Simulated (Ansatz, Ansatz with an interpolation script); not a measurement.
# Settings in Wannier-interpolated G0W0: SnO2 (Pbcn)

Wanted: errors and cost of interpolated bands of SnO2 (Pbcn) under coarser or faulty settings.

Main program and level: Ansatz 0.2.0; maximally localised Wannier functions, LDA, plane waves, PAW.

Report form: the programs' logs are mostly left out.

## 1. Set-up

Symmetry: Pbcn, No. 60, orthorhombic system. Conventional cell: a = 4.735 Å, b = 5.751 Å, c = 5.247 Å, α = 90.00°, β = 90.00°, γ = 90.00°. Nearest to Sn lie 6 O at 2.04 to 2.11 Å. Nearest to O lie 3 Sn at 2.04 to 2.11 Å. Farther neighbours and most contacts between anions are not listed.

The cell and positions are those that the Materials Project relaxed with its own functionals (PBE, PBE+U or r2SCAN), kept fixed. This is not the form that SnO2 usually takes at ambient conditions. The default PAW set here is soft_2. Its files were made with PBE.

## 2. Wannier model on 8×8×8

Localised functions give a small Hamiltonian that interpolates between mesh points at no cost.

input.yaml

```yaml
crystal:
  lattice:
    - [4.73514617, 0.0, 0.0]
    - [0.0, 5.75091223, 0.0]
    - [0.0, 0.0, 5.24711425]
  atoms:
    - { symbol: Sn, position: [0.5, 0.66544775, 0.75] }
    - { symbol: Sn, position: [0.0, 0.83455225, 0.25] }
    - { symbol: Sn, position: [0.5, 0.33455225, 0.25] }
    - { symbol: Sn, position: [0.0, 0.16544775, 0.75] }
    - { symbol: O, position: [0.73030504, 0.60712347, 0.07860358] }
    - { symbol: O, position: [0.23030504, 0.89287653, 0.92139642] }
    - { symbol: O, position: [0.76969496, 0.89287653, 0.57860358] }
    - { symbol: O, position: [0.26969496, 0.60712347, 0.42139642] }
    - { symbol: O, position: [0.73030504, 0.39287653, 0.57860358] }
    - { symbol: O, position: [0.23030504, 0.10712347, 0.42139642] }
    - { symbol: O, position: [0.76969496, 0.10712347, 0.07860358] }
    - { symbol: O, position: [0.26969496, 0.39287653, 0.92139642] }
kpoints:
  mp_grid: { grid: [4, 4, 4] }
hamiltonian:
  xc: lda
scf:
  occupations: { method: fixed }
  n_extra_bands: 76
output:
  wannier:
    kmesh: [8, 8, 8]
    projections:
      - { species: O, l: p, shell: 2 }
      - { species: Sn, l: s, shell: 5 }
      - { species: Sn, l: p, shell: 5 }
    minimise: true
    write_hr: true
    seedname: w
    conv_tol: 1.0e-06
    max_iter: 20000
    stability_check: false
    disentanglement:
      window: [0.81, 22.04]
      frozen_window: [0.81, 13.1]
      conv_tol: 1.0e-08
```

Launch:

```sh
ansatz run input.yaml --threads 16 --pin off --max-ram 64512MiB --backend cuda --events-out ev --progress --plain --runs-dir out --devices 1 --max-vram 78GiB
```

Wall time 28 s (1 × NVIDIA GB200 (shared by 2 runs) with 16 threads of Arm Neoverse V2, shared host); peak memory 2.1 GiB; 1.8 min of CPU time.

This step gave:

* gauge-invariant spread: 50.73 Å²
* diagonal spread: 0.02984 Å²
* off-diagonal spread: 4.774 Å²
* total spread: 55.54 Å²
* least projectability: 0.3310
* localisation steps: 1471
* disentanglement steps: 332
* r.m.s. interpolation error: 1.88e-4 eV
* r.m.s. error near the gap: 2.18e-4 eV

Near the gap the model misses directly solved bands by 0.2 meV r.m.s. and by 5 meV at most in the window tested. This tests the starting bands, not the corrections carried with them.

## 3. Wannier model on 4×4×4

Changes to input.yaml since step 2:

```diff
@@ -27,3 +27,3 @@
   wannier:
-    kmesh: [8, 8, 8]
+    kmesh: [4, 4, 4]
     projections:
```

The job ended after 5.2 s (1 × NVIDIA GB200 (shared by 2 runs) with 16 threads; peak memory 1.3 GiB).

This step gave:

- gauge-invariant spread: 47.72 Å²
- diagonal spread: 0.02787 Å²
- off-diagonal spread: 5.109 Å²
- total spread: 52.86 Å²
- least projectability: 0.3310
- localisation steps: 412
- disentanglement steps: 102
- r.m.s. interpolation error: 0.001462 eV
- r.m.s. error near the gap: 0.001323 eV

Near the gap the model misses directly solved bands by 1.3 meV r.m.s. and by 14 meV at most in the window tested. This tests the starting bands, not the corrections carried with them.

Frozen up to 4.22 eV; above it the model need not follow the bands. The electronic bands at the labelled points (eV, zero at the valence-band top; v1 is the highest filled band, c1 the lowest empty one):

| point | v4 | v3 | v2 | v1 | c1 | c2 | c3 | c4 |
| --- | --- | --- | --- | --- | --- | --- | --- | --- |
| Γ | -0.61 | -0.17 | -0.13 | -0.02 | 1.22 | 6.14 | 6.19 | 6.60 |
| halfway | -0.58 | -0.42 | -0.06 | -0.05 | 2.58 | 5.15 | 5.79 | 5.89 |
| X | -0.28 | -0.28 | -0.05 | -0.05 | 4.38 | 4.38 | 5.07 | 5.07 |
| halfway | -0.45 | -0.45 | -0.13 | -0.13 | 4.61 | 4.61 | 5.46 | 5.46 |
| S | -0.59 | -0.59 | -0.19 | -0.19 | 4.81 | 4.81 | 5.89 | 5.89 |
| halfway | -0.48 | -0.48 | -0.24 | -0.24 | 4.33 | 4.33 | 6.38 | 6.38 |
| Y | -0.91 | -0.91 | -0.10 | -0.10 | 3.93 | 3.93 | 6.85 | 6.85 |
| halfway | -0.71 | -0.56 | -0.12 | -0.11 | 2.30 | 5.41 | 6.45 | 6.92 |
| Γ | -0.61 | -0.17 | -0.13 | -0.02 | 1.22 | 6.14 | 6.19 | 6.60 |
| halfway | -0.59 | -0.17 | -0.15 | -0.13 | 2.48 | 5.70 | 6.02 | 6.48 |
| Z | -0.24 | -0.24 | -0.18 | -0.18 | 4.31 | 4.31 | 5.99 | 5.99 |
| halfway | -0.49 | -0.49 | -0.06 | -0.06 | 4.20 | 4.20 | 5.79 | 5.79 |
| U | -0.24 | -0.24 | -0.24 | -0.24 | 4.79 | 4.79 | 4.79 | 4.79 |
| halfway | -0.32 | -0.32 | -0.32 | -0.32 | 5.01 | 5.01 | 5.01 | 5.01 |
| R | -0.37 | -0.37 | -0.37 | -0.37 | 5.24 | 5.24 | 5.24 | 5.24 |
| halfway | -0.62 | -0.62 | -0.11 | -0.11 | 4.96 | 4.96 | 5.65 | 5.65 |
| T | -0.32 | -0.32 | -0.32 | -0.32 | 5.38 | 5.38 | 5.38 | 5.38 |
| halfway | -0.39 | -0.39 | -0.26 | -0.26 | 4.70 | 4.70 | 5.83 | 5.83 |
| Z | -0.24 | -0.24 | -0.18 | -0.18 | 4.31 | 4.31 | 5.99 | 5.99 |
| jump to X | -0.28 | -0.28 | -0.05 | -0.05 | 4.38 | 4.38 | 5.07 | 5.07 |
| halfway | -0.31 | -0.31 | -0.10 | -0.10 | 4.67 | 4.67 | 4.98 | 4.98 |
| U | -0.24 | -0.24 | -0.24 | -0.24 | 4.79 | 4.79 | 4.79 | 4.79 |
| jump to Y | -0.91 | -0.91 | -0.10 | -0.10 | 3.93 | 3.93 | 6.85 | 6.85 |
| halfway | -0.58 | -0.58 | -0.10 | -0.10 | 4.35 | 4.35 | 6.43 | 6.43 |
| T | -0.32 | -0.32 | -0.32 | -0.32 | 5.38 | 5.38 | 5.38 | 5.38 |
| jump to S | -0.59 | -0.59 | -0.19 | -0.19 | 4.81 | 4.81 | 5.89 | 5.89 |

The same for Kohn-Sham, solved directly:

| point | v4 | v3 | v2 | v1 | c1 | c2 | c3 | c4 |
| --- | --- | --- | --- | --- | --- | --- | --- | --- |
| Γ | -0.61 | -0.17 | -0.13 | -0.02 | 1.22 | 5.96 | 6.01 | 6.60 |
| X | -0.28 | -0.28 | -0.05 | -0.05 | 4.38 | 4.38 | 5.06 | 5.06 |
| S | -0.59 | -0.59 | -0.19 | -0.19 | 4.81 | 4.81 | 5.88 | 5.88 |
| Y | -0.91 | -0.91 | -0.10 | -0.10 | 3.93 | 3.93 | 6.66 | 6.66 |
| Γ | -0.61 | -0.17 | -0.13 | -0.02 | 1.22 | 5.96 | 6.01 | 6.60 |
| Z | -0.24 | -0.24 | -0.18 | -0.18 | 4.29 | 4.29 | 5.99 | 5.99 |
| U | -0.24 | -0.24 | -0.24 | -0.24 | 4.79 | 4.79 | 4.79 | 4.79 |
| R | -0.37 | -0.37 | -0.37 | -0.37 | 5.23 | 5.23 | 5.23 | 5.23 |
| T | -0.32 | -0.32 | -0.32 | -0.32 | 5.36 | 5.36 | 5.36 | 5.36 |
| Z | -0.24 | -0.24 | -0.18 | -0.18 | 4.29 | 4.29 | 5.99 | 5.99 |
| X | -0.28 | -0.28 | -0.05 | -0.05 | 4.38 | 4.38 | 5.06 | 5.06 |
| U | -0.24 | -0.24 | -0.24 | -0.24 | 4.79 | 4.79 | 4.79 | 4.79 |
| Y | -0.91 | -0.91 | -0.10 | -0.10 | 3.93 | 3.93 | 6.66 | 6.66 |
| T | -0.32 | -0.32 | -0.32 | -0.32 | 5.36 | 5.36 | 5.36 | 5.36 |

## 4. A faulty Wannier input

Changes to input.yaml since step 3:

```diff
@@ -39,4 +39,4 @@
     disentanglement:
-      window: [0.81, 22.04]
-      frozen_window: [0.81, 13.1]
+      window: [0.81, 10.1]
+      frozen_window: [0.81, 9.9]
       conv_tol: 1.0e-08
```

It took 3.3 s on 1 × NVIDIA GB200 (shared by 2 runs) with 16 threads; peak memory 1.3 GiB.

The self-consistent loop converged; the step after it was not made. The program's words: output.wannier: at mesh point 0 (counted from 0) output.wannier.disentanglement.window holds 25 states for 40 functions, beside 0 of inner shells that are left out. Raise the window's top, and output.wannier.disentanglement.top_band where it is typed. No Wannier file is written

The fault put into this input: an outer window with too few states.

## 5. G0W0: 4×4×4 mesh, 1058 empty bands, screening to 220 eV

Now the one-shot GW correction: screening in the RPA, then the self-energy of the levels asked for.

This step: G0W0 on LDA, plane waves, PAW.

input.yaml, the sections that differ from step 4:

```yaml
scf:
  occupations: { method: fixed }
gw:
  n_empty_bands: 1058
  ecut_chi: 220.0
  qp_bands: [v24, c2]
  screening: { model: contour_deformation }
# crystal, kpoints, hamiltonian: as in step 4
# output: removed
```

It took 5.5 min on 1 × NVIDIA GB200 (shared by 2 runs) with 16 threads; peak memory 5 GiB.

The G0W0 gap on the mesh is 2.799 eV.

## 6. G0W0: 2×2×2 mesh, 1058 empty bands, screening to 220 eV

Changes to input.yaml since step 5:

```diff
@@ -19,3 +19,3 @@
 kpoints:
-  mp_grid: { grid: [4, 4, 4] }
+  mp_grid: { grid: [2, 2, 2] }
 hamiltonian:
```

Wall time 34 s (1 × NVIDIA GB200 (shared by 2 runs) with 16 threads); peak memory 2.5 GiB.

The G0W0 gap on the mesh is 2.541 eV.

## 7. G0W0: 4×4×4 mesh, 492 empty bands, screening to 132 eV

Changes to input.yaml since step 6:

```diff
@@ -19,3 +19,3 @@
 kpoints:
-  mp_grid: { grid: [2, 2, 2] }
+  mp_grid: { grid: [4, 4, 4] }
 hamiltonian:
@@ -25,4 +25,4 @@
 gw:
-  n_empty_bands: 1058
-  ecut_chi: 220.0
+  n_empty_bands: 492
+  ecut_chi: 132
   qp_bands: [v24, c2]
```

The job ended after 99 s (1 × NVIDIA GB200 (shared by 2 runs) with 16 threads; peak memory 2.6 GiB).

The G0W0 gap on the mesh is 2.750 eV.

## 8. G0W0: 4×4×4 mesh, 1058 empty bands, screening to 220 eV, plasmon pole

Changes to input.yaml since step 7:

```diff
@@ -25,5 +25,5 @@
 gw:
-  n_empty_bands: 492
-  ecut_chi: 132
+  n_empty_bands: 1058
+  ecut_chi: 220.0
   qp_bands: [v24, c2]
-  screening: { model: contour_deformation }
+  screening: { model: godby_needs }
```

Run time: 6.6 min. Hardware: 1 × NVIDIA GB200 (shared by 2 runs) with 16 threads; peak memory 14 GiB.

The G0W0 gap on the mesh is 2.850 eV.

## 9. Interpolated results

Times are wall times on 1 × NVIDIA GB200 (shared by 2 runs) with 16 threads of Arm Neoverse V2, shared host, good to a factor of about two.

| GW mesh | empty bands | cutoff (eV) | frequency | gap on mesh (eV) | gap over zone (eV) | direct gap (eV) | valence width (eV) | GW time |
| --- | --- | --- | --- | --- | --- | --- | --- | --- |
| 4×4×4 | 1058 | 220 | contour deformation | 2.799 | 2.799 | 2.799 | 7.840 | 5.5 min |
| 2×2×2 | 1058 | 220 | contour deformation | 2.541 | 2.532 | 2.551 | 7.866 | 34 s |
| 4×4×4 | 492 | 132 | contour deformation | 2.750 | 2.750 | 2.750 | 7.903 | 99 s |
| 4×4×4 | 1058 | 220 | plasmon pole | 2.850 | 2.850 | 2.850 | 8.115 | 6.6 min |

## 10. Results

```json
{"4×4×4 mesh, 1058 empty bands, screening to 220 eV": "2.80 eV", "2×2×2 mesh, 1058 empty bands, screening to 220 eV": "2.53 eV", "4×4×4 mesh, 492 empty bands, screening to 132 eV": "2.75 eV", "4×4×4 mesh, 1058 empty bands, screening to 220 eV, plasmon pole": "2.85 eV"}
```

What this shows: The largest change, −0.27 eV in the gap over the zone, comes with 2×2×2 mesh, 1058 empty bands, screening to 220 eV. The first run is a reference, not a converged one, and where a row moves several settings no single cause can be named. Rows on another GW mesh add that mesh's corrections to the bands of the one model. Coarser Wannier mesh (4×4×4): the miss near the gap goes from under 1 (the model on 8×8×8) to 1 meV and the total spread from 55.5 to 52.9 Å². With 2×2×2 mesh, 1058 empty bands, screening to 220 eV the gap over the zone moves by −0.27 eV and that on the mesh by −0.26 eV. With 4×4×4 mesh, 492 empty bands, screening to 132 eV the gap over the zone moves by −0.05 eV and that on the mesh by −0.05 eV. With 4×4×4 mesh, 1058 empty bands, screening to 220 eV, plasmon pole the gap over the zone moves by +0.05 eV and that on the mesh by +0.05 eV. Gaps over the zone and on the mesh differ where an edge lies off the mesh, or where a GW run starts from another density: the starting gap over the zone is 1.222 eV, on the GW meshes it is 1.244 eV and 1.234 eV. The many-body steps are scalar-relativistic: spin-orbit coupling is not in them.

[Paths, hosts, dates, memory and timing lines, banners, echoed tables and standing remarks are left out of the program output.]

[Logs are printed without paths, hosts, clocks, repeated set-up lines and the standing remarks that a program may print on its own settings, such as how far it seeks lower states.]

[Runs of the session that timed out or met a known fault of the program may be left out.]

[Hosts, paths, dates, database ids (printed as entryN), source tags and the programs' standing remarks are cut or masked in the printed files.]
